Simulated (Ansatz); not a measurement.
# Lattice dynamics of AlOs (Pm-3m), part 2 of 3

How does AlOs (Pm-3m) vibrate, and is this structure a minimum?

Ansatz 0.2.0; DFT PBEsol, scalar-relativistic, plane waves, PAW.

So far: Set-up; Bringing the structure to rest. The relaxed cell has a = 2.992 Å (conventional setting).

## 3. Tight relaxation

Phonons need a cell at rest on their own settings, so the relaxation is repeated with tight tolerances on forces and stress on the k mesh and occupations of the first response run.

File input.yaml:

```yaml
crystal:
  lattice:
    - [2.992491721, 0.0, 0.0]
    - [0.0, 2.992491721, 0.0]
    - [0.0, 0.0, 2.992491721]
  atoms:
    - { symbol: Al, position: [0.0, 0.0, 0.0] }
    - { symbol: Os, position: [0.5, 0.5, 0.5] }
kpoints:
  mp_grid: { grid: [12, 12, 12] }
hamiltonian:
  xc: pbesol
scf:
  occupations: { method: methfessel_paxton, width: 0.15 }
output:
  forces: true
  stress: true
  eigenvalues: true
  write_density: true
  write_potential: true
  elf: true
  volumetric_format: npy
relax:
  adjacent_minimum: "off"
  f_tol: 0.001
  max_steps: 60
  cell: { stress_tol: 0.01 }
```

Started as:

```
ansatz run input.yaml --threads 4 --pin off --max-ram 7168MiB --backend cpu --events-out ev --progress --plain --runs-dir out
```

Numbers of over 12 decimals in the logs are rounded to 6 here.

The log of the run:

```text
[...]
Crystal: 2 atoms, lattice volume = 26.798 Å³
Basis set: ecut = 420 eV, 515 PW (Γ), exchange–correlation on 48×48×48 points (8 copies of the dense FFT grid, shifted against one another)
Bands: 14, of which v1, the nominal top of the filled ones, is band 10 counted from 1 (9 counted from 0)
Symmetry: 48 space group operations
[...]
k-points: 84 of 1728
[...]
k-point 83: bands = [... 6 lower, 12.3052, 19.7845, 19.9156, 19.9156, 21.0910, 21.0910, 21.0910, 26.2738]
--- Relaxed structure (3 steps of the walk, 3 accepted, 1 SCFs on fresh bases) ---
[...]
cell:  # Å, volume = 26.7945 Å³
    - [2.992371, 0, 0]
    - [0, 2.992371, 0]
    - [0, 0, 2.992371]
  atoms:
    - { symbol: Al, position: [0, 0, 0] }
    - { symbol: Os, position: [0.5, 0.5, 0.5] }
[key lines of the parts left out:]
SCF converged after 4 iterations
Free energy (F): -11776.325661 eV
Fermi energy:    17.584475 eV
P = ⅓ Tr σ = -0.0001 GPa (-0.001 kbar)
```

Wall time 2.5 s (4 threads of Arm Neoverse V2, shared host); peak memory 0.33 GiB.

Little changed from the start: no atom moved by 0.005 Å and no cell edge by 0.1 %.

This step gave:

```
pressure : -6.30e-5 GPa
```

Electrostatic potential energy in the ac plane at fractional y = 0.500, with atoms of Os within 0.2 Å of it. With pseudopotentials it is smooth inside the atoms' cores, unlike the true potential.

Ten even steps from '_' (-43 eV) to '@' (19 eV):
```
@@@@@@@@@@@@@@@@@@@@@@@@@@@@@@
@@@@@@@@@@@@%%%%%%%%@@@@@@@@@@
@@@@@@@@%%##********##%%@@@@@@
@@@@@@%%##++==----==++##%%@@@@
@@@@@@##++--::....::--++##@@@@
@@@@%%**==::________::==**%%@@
@@@@%%**--..________..--**%%@@
@@@@%%**--..________..--**%%@@
@@@@%%**==::________::==**%%@@
@@@@@@##++--::....::--++##@@@@
@@@@@@%%##++==----==++##%%@@@@
@@@@@@@@%%##********##%%@@@@@@
@@@@@@@@@@@@%%%%%%%%@@@@@@@@@@
@@@@@@@@@@@@@@@@@@@@@@@@@@@@@@
@@@@@@@@@@@@@@@@@@@@@@@@@@@@@@
```
Columns run along a (3.0 Å; values clipped at the 3rd and 97th percentile), rows up along c (3.0 Å). Atoms in or near the plane, at fractional coordinates: Os at (0.50, 0.50).

Valence density in the ac plane at fractional y = 0.500, with atoms of Os within 0.2 Å of it. It is the smooth field of the valence electrons, not physical close to the nuclei.

Values in e/Å³, 15 rows by 15 columns:
```
0.2 0.2 0.2 0.3 0.3 0.3 0.3 0.4 0.4 0.3 0.3 0.3 0.3 0.2 0.2
0.2 0.2 0.3 0.3 0.4 0.4 0.5 0.5 0.5 0.5 0.4 0.4 0.3 0.3 0.2
0.3 0.3 0.3 0.4 0.5 0.7 0.9 1.0 1.0 0.9 0.7 0.5 0.4 0.3 0.3
0.3 0.3 0.4 0.5 0.8 1.4 2.2 2.7 2.7 2.2 1.4 0.8 0.5 0.4 0.3
0.3 0.3 0.4 0.7 1.4 2.9 4.6 5.5 5.5 4.6 2.9 1.4 0.7 0.4 0.3
0.3 0.3 0.5 0.9 2.2 4.6 6.8 7.6 7.6 6.8 4.6 2.2 0.9 0.5 0.3
0.3 0.4 0.5 1.0 2.7 5.5 7.6 7.9 7.9 7.6 5.5 2.7 1.0 0.5 0.4
0.3 0.4 0.5 1.0 2.7 5.5 7.6 7.9 7.9 7.6 5.5 2.7 1.0 0.5 0.4
0.3 0.3 0.5 0.9 2.2 4.6 6.8 7.6 7.6 6.8 4.6 2.2 0.9 0.5 0.3
0.3 0.3 0.4 0.7 1.4 2.9 4.6 5.5 5.5 4.6 2.9 1.4 0.7 0.4 0.3
0.3 0.3 0.4 0.5 0.8 1.4 2.2 2.7 2.7 2.2 1.4 0.8 0.5 0.4 0.3
0.3 0.3 0.3 0.4 0.5 0.7 0.9 1.0 1.0 0.9 0.7 0.5 0.4 0.3 0.3
0.2 0.2 0.3 0.3 0.4 0.4 0.5 0.5 0.5 0.5 0.4 0.4 0.3 0.3 0.2
0.2 0.2 0.2 0.3 0.3 0.3 0.3 0.4 0.4 0.3 0.3 0.3 0.3 0.2 0.2
0.2 0.2 0.2 0.3 0.3 0.3 0.3 0.3 0.3 0.3 0.3 0.3 0.3 0.2 0.2
```
Columns run along a (3.0 Å), rows up along c (3.0 Å). Atoms in or near the plane, at fractional coordinates: Os at (0.50, 0.50).

ELF in the ac plane at fractional y = 0.500, with atoms of Os within 0.2 Å of it. It is the smooth field of the valence electrons, not physical close to the nuclei.

Ten even steps from '_' (0.23) to '@' (0.68):
```
::::--------::::::::--------::
------::::..________..::::----
----::::................::::--
==--::..::==********==::..::--
==--....==%%@@@@@@@@%%==....--
==::__..**@@@@####@@@@**..__::
==::__..**@@##----##@@**..__::
==::__..**@@##----##@@**..__::
==::__..**@@@@####@@@@**..__::
==--....==%%@@@@@@@@%%==....--
==--::..::==********==::..::--
----::::................::::--
------::::..________..::::----
::::--------::::::::--------::
::::----================----::
```
Columns run along a (3.0 Å), rows up along c (3.0 Å). Atoms in or near the plane, at fractional coordinates: Os at (0.50, 0.50).

The forces vanish by symmetry and the pressure is 0.000 GPa, within the tolerances set. The cell now holds 13.40 Å³/atom.

## 4. Zone-centre response

The zone centre comes first: it holds the modes that light can see, as far as symmetry allows. No field response is asked, since the mesh shows no gap.

input.yaml, the sections that differ from step 3:

```yaml
crystal:
  lattice:
    - [2.9923707792, 0.0, 0.0]
    - [0.0, 2.9923707792, 0.0]
    - [0.0, 0.0, 2.9923707792]
  atoms:
    - { symbol: Al, position: [0.0, 0.0, 0.0] }
    - { symbol: Os, position: [0.5, 0.5, 0.5] }
output:
  eigenvalues: true
phonons:
  method: dfpt
# kpoints, hamiltonian, scf: as in step 3
# relax: removed
```

The log of the run:

```text
[...]
Crystal: 2 atoms, lattice volume = 26.795 Å³
Basis set: ecut = 420 eV, 515 PW (Γ), exchange–correlation on 48×48×48 points (8 copies of the dense FFT grid, shifted against one another)
Bands: 14, of which v1, the nominal top of the filled ones, is band 10 counted from 1 (9 counted from 0)
Symmetry: 48 space group operations
k-points: 196 of 1728 (irreducible under 8 space group operations, time reversal used)
[...]
SCF iter   1: F=—  HF=-11776.326792 eV  |F-HF|=—  |Δ(HF+E_count)|=         —  Δρ=5.81e-3  dr2=5.87e-3  ethr=1.77e-3  ⟨swp⟩=4.3  Hψ=12749  notcnv=0
[...]
SCF iter   6: F=-11776.325661 eV  HF=-11776.325661 eV  |F-HF|=3.64e-12  |Δ(HF+E_count)|=  4.35e-10  S|Δr|=    0.00e0  Δρ=2.13e-7  dr2=7.22e-12  ethr=1.00e-12  ⟨swp⟩=4.4  Hψ=13383  notcnv=0
SCF 1 converged in 6 iterations: F = -11776.325661 eV  dr2 = 7.22e-12
[...]
DFPT response loops at Γ: preconditioner auto → Kerker (q_TF=auto, 2.576 Å⁻¹) (partly filled bands, converged f_vac=0.000); β = 1.00, the filter's whole step (`scf.mixing.beta` (0.50) is not read by the response loops under this deck's `scf.mixing.preconditioner`; to damp them name `kerker` or `kerker_dos`, under which they read `scf.mixing.beta`, and type it under 1.00, their step now; both keys bind the ground state too); Broyden in place of MSR1
SCF converged after 6 iterations
[...]
Free energy (F): -11776.325661 eV
[...]
Internal energy: -11776.324965 eV  (E = F + TS)
E sigma→0 (E₀):  -11776.325487 eV
Entropy (-TS):   -0.000696 eV (-0.348 meV/atom)
Fermi energy:    17.584476 eV
[...]
--- Band table (eV; the first three rows and the last of 196) ---
  k-point 0: bands = [... 6 lower, 13.3549, 18.0064, 18.0064, 18.0064, 23.1600, 23.1600, 23.1600, 29.0945]
  k-point 1: bands = [... 6 lower, 13.4112, 17.7744, 17.7744, 18.0284, 22.5614, 23.4858, 23.4858, 28.6326]
  k-point 2: bands = [... 6 lower, 13.5550, 17.2394, 17.2394, 18.0893, 21.3926, 24.2993, 24.2993, 27.5793]
  k-point 195: bands = [... 6 lower, 12.3052, 19.7845, 19.9156, 19.9156, 21.0910, 21.0910, 21.0910, 26.2738]
--- Phonons (Γ-DFPT): 2 representative perturbations + reference, on 196 of 1728 k-points (Σ response iterations 6) ---
  k mesh reduced under 8 symmetry operations, with k and −k counted as one. Each operation leaves every solved perturbation unchanged. A smaller set is not used because it would not reduce the number of displacements times k-points to solve
  ASR residual: 8.870e-5 → 0.000e0 eV/Å²; symmetrization residual: 7.453e-7 eV/Å²
  ASR residual per site (eV/Å²): 3.57e-5 8.87e-5
  Γ frequencies (cm⁻¹): 0.00 0.00 0.00 327.66 327.66 327.66
  non-analytic LO–TO correction: not included (Born effective charges unavailable; polar crystals: no LO–TO splitting at Γ)
```

Run time: 4.1 s. Hardware: 4 threads; peak memory 0.49 GiB.

This step gave:

```yaml
sum_rule_residual_before_enforcement: 8.87e-5 eV/Å²
point_group: m-3m
highest_optical_mode_at_the_zone_centre_no_lo_to_term: 327.7 cm⁻¹
lowest_optical_zone_centre_mode: 327.7 cm⁻¹
```

Patterns of degenerate modes are one choice out of their space. Modes at Γ, with each element's share of the kinetic energy:

```tsv
mode	frequency (cm⁻¹)	symmetry	Al %	Os %
1	0.0	acoustic	12	88
2	0.0	acoustic	12	88
3	0.0	acoustic	12	88
4	327.7	T1u	88	12
5	327.7	T1u	88	12
6	327.7	T1u	88	12
```

Displacements in mode 6 (327.7 cm⁻¹), the largest set to 1:
```
Al1  0.00  0.00  1.00
Os2  0.00  0.00 -0.14
```

Before it was imposed, the acoustic sum rule was missed by 8.9e-5 eV/Å². Small misses are needed for a sound result but don't prove that mesh and cutoff are converged. The lowest optical mode is real, 328 cm⁻¹.

## 5. The dispersion

Stability and thermal properties need the whole zone. Linear response on a 4×4×4 q mesh gives force constants as far as a supercell of that size would.

input.yaml, as its differences from that of step 4:

```diff
@@ -18 +18,8 @@
   method: dfpt
+  qmesh: [4, 4, 4]
+  temperatures: { t_max: 1000, t_step: 50 }
+  qpath:
+    path:
+      - [[0.0, 0.0, 0.0], [0.0, 0.5, 0.0], [0.5, 0.5, 0.0], [0.0, 0.0, 0.0], [0.5, 0.5, 0.5], [0.0, 0.5, 0.0]]
+      - [[0.5, 0.5, 0.5], [0.5, 0.5, 0.0]]
+    npoints: 10
```

The log of the run:

```text
[...]
Crystal: 2 atoms, lattice volume = 26.795 Å³
Basis set: ecut = 420 eV, 515 PW (Γ), exchange–correlation on 48×48×48 points (8 copies of the dense FFT grid, shifted against one another)
Bands: 14, of which v1, the nominal top of the filled ones, is band 10 counted from 1 (9 counted from 0)
Symmetry: 48 space group operations
k-points: 84 of 1728
[...]
SCF iter   1: F=—  HF=-11776.326791 eV  |F-HF|=—  |Δ(HF+E_count)|=         —  Δρ=5.81e-3  dr2=5.87e-3  ethr=1.77e-3  ⟨swp⟩=4.3  Hψ=5495  notcnv=0
[...]
SCF iter   6: F=-11776.325661 eV  HF=-11776.325661 eV  |F-HF|=1.82e-12  |Δ(HF+E_count)|=  6.38e-10  S|Δr|=    0.00e0  Δρ=1.99e-7  dr2=2.67e-12  ethr=1.00e-12  ⟨swp⟩=4.5  Hψ=5786  notcnv=0
SCF 1 converged in 6 iterations: F = -11776.325661 eV  dr2 = 2.67e-12
[...]
phonons: the bands overlap, so this run is a metal and interpolates without the dipole-dipole term. If the crystal is really an insulator or semiconductor, its LO-TO splitting is missing
NSCF: frozen V_eff on 84 k-points
[...]
DFPT response loops at q = (0, 0, 0) (fractional): preconditioner auto → Kerker (q_TF=auto, 2.576 Å⁻¹) (partly filled bands, converged f_vac=0.000); β = 1.00, the filter's whole step (`scf.mixing.beta` (0.50) is not read by the response loops under this deck's `scf.mixing.preconditioner`; to damp them name `kerker` or `kerker_dos`, under which they read `scf.mixing.beta`, and type it under 1.00, their step now; both keys bind the ground state too); Broyden in place of MSR1
[...]
SCF converged after 6 iterations
[...]
Free energy (F): -11776.325661 eV
[...]
Internal energy: -11776.324965 eV  (E = F + TS)
E sigma→0 (E₀):  -11776.325487 eV
Entropy (-TS):   -0.000696 eV (-0.348 meV/atom)
Fermi energy:    17.584475 eV
[...]
--- Band table (eV; the first three rows and the last of 84) ---
  k-point 0: bands = [... 6 lower, 13.3549, 18.0064, 18.0064, 18.0064, 23.1600, 23.1600, 23.1600, 29.0945]
  k-point 1: bands = [... 6 lower, 13.4112, 17.7744, 17.7744, 18.0284, 22.5614, 23.4858, 23.4858, 28.6326]
  k-point 2: bands = [... 6 lower, 13.5550, 17.2394, 17.2394, 18.0893, 21.3926, 24.2993, 24.2993, 27.5793]
  k-point 83: bands = [... 6 lower, 12.3052, 19.7845, 19.9156, 19.9156, 21.0910, 21.0910, 21.0910, 26.2738]
--- Phonons (Γ-DFPT): 2 representative perturbations + reference (Σ response iterations 6) ---
  ASR residual: 3.514e-5 → 0.000e0 eV/Å²; symmetrization residual: 2.835e-7 eV/Å²
  ASR residual per site (eV/Å²): 3.51e-5 1.64e-5
  Γ frequencies (cm⁻¹): 0.00 0.00 0.00 327.66 327.66 327.66
--- Phonons (arbitrary-q DFPT): 10 irreducible q on the 4×4×4 mesh ---
  q = [0.0000, 0.0000, 0.0000] (star 1, of the zone-centre solve; hermiticity 6.08e-8, symmetrization 4.14e-13): -0.00 0.00 0.00 327.66 327.66 327.66
  q = [0.0000, 0.0000, 0.2500] (star 6, 4 solved perturbations in 1848 linear systems a pass and spin channel, the states on 588 of 1728 k-point pairs; hermiticity 7.57e-7, symmetrization 4.58e-14): 92.64 92.64 118.71 322.46 322.46 344.83
[...]
q = [0.0000, 0.2500, -0.5000] (star 12, 6 solved perturbations on 588 of 1728 k-point pairs; hermiticity 4.39e-8, symmetrization 5.16e-15): 107.32 126.49 149.14 309.83 340.88 365.73
[...]
sum rule: each row above includes the acoustic sum rule's correction from the zone centre's row sums; it moved no ω² by more than (0.60 cm⁻¹)²
  mesh force constants: q→R imaginary residual 2.98e-18; ASR residual 3.514e-5 → 0.000e0 eV/Å²; symmetrization residual 1.066e-14 eV/Å²
  interpolated dispersion: 62 rows × 6 modes
  density of states and harmonic sums: on the 24×24×24 q-mesh, interpolated from the force constants of a 4×4×4 supercell (no non-analytic term)
  largest difference from the sums on the solved wave vectors: F 1.20e-2 eV, S 1.60e-5 and C_V 4.02e-6 eV/K
  zero-point energy: 0.085602 eV/cell   skipped modes (ω ≤ 0): 3   left out of the sums: 3.62e-5 of the cell's modes: C_V's classical limit lies that fraction below 3 k_B per atom; for a crystal, a wire or a layer, F and S can be off by more, and a phonons.interpolated_qmesh denser along its periods is the remedy for the sampling
```

It took 2 min on 4 threads; peak memory 1.2 GiB; 7.5 min of CPU time.

This step gave:

| Quantity | Value |
| --- | --- |
| sum-rule residual before enforcement | 3.51e-5 eV/Å² |
| lowest frequency on the path | 0 cm⁻¹ |
| highest frequency on the path or at a solved wavevector | 370.4 cm⁻¹ |
| mean frequency | 230.1 cm⁻¹ |
| Debye temperature (second moment) | 476 K |
| logarithmic mean frequency | 199.1 cm⁻¹ |
| lowest mode on the q mesh (acoustic modes at Γ apart) | 66.58 cm⁻¹ |
| zero-point energy per atom | 42.8 meV |
| heat capacity at 300 K | 22.15 J/(mol atoms K) |
| vibrational entropy at 300 K | 27.57 J/(mol atoms K) |
| edges of the widest gap between branches, on path and mesh | 167.7, 301.6 cm⁻¹ |

Frequencies (cm⁻¹) solved at each irreducible wavevector; negative means imaginary. Frequencies by wavevector, by row:

```tsv
q in reciprocal lattice units	star	mode 1	mode 2	mode 3	mode 4	mode 5	mode 6
0 0 0	1	0	0	0	327.7	327.7	327.7
0 0 0.25	6	92.6	92.6	118.7	322.5	322.5	344.8
0 0 -0.5	3	135.1	135.1	160.4	314.4	314.4	363.9
0 0.25 0.25	12	66.6	120.5	140.6	317.3	342.2	342.8
0 0.25 -0.5	12	107.3	126.5	149.1	309.8	340.9	365.7
0 -0.5 -0.5	3	78.8	78.8	167.7	301.6	362.8	362.8
0.25 0.25 0.25	8	108.9	108.9	141.7	339.2	339.2	340.3
0.25 0.25 -0.5	12	119.9	123.5	140.4	336.6	337.7	363.3
0.25 -0.5 -0.5	6	122.4	122.4	155.7	336	363.4	363.4
-0.5 -0.5 -0.5	1	161.1	161.1	161.1	370.4	370.4	370.4
```

[end of part 2 of 3]

[Logs are printed without paths, hosts, clocks, repeated set-up lines and the standing remarks that a program may print on its own settings, such as how far it seeks lower states.]

[Hosts, paths, dates, database ids (printed as entryN), source tags and the programs' standing remarks are cut or masked in the printed files.]
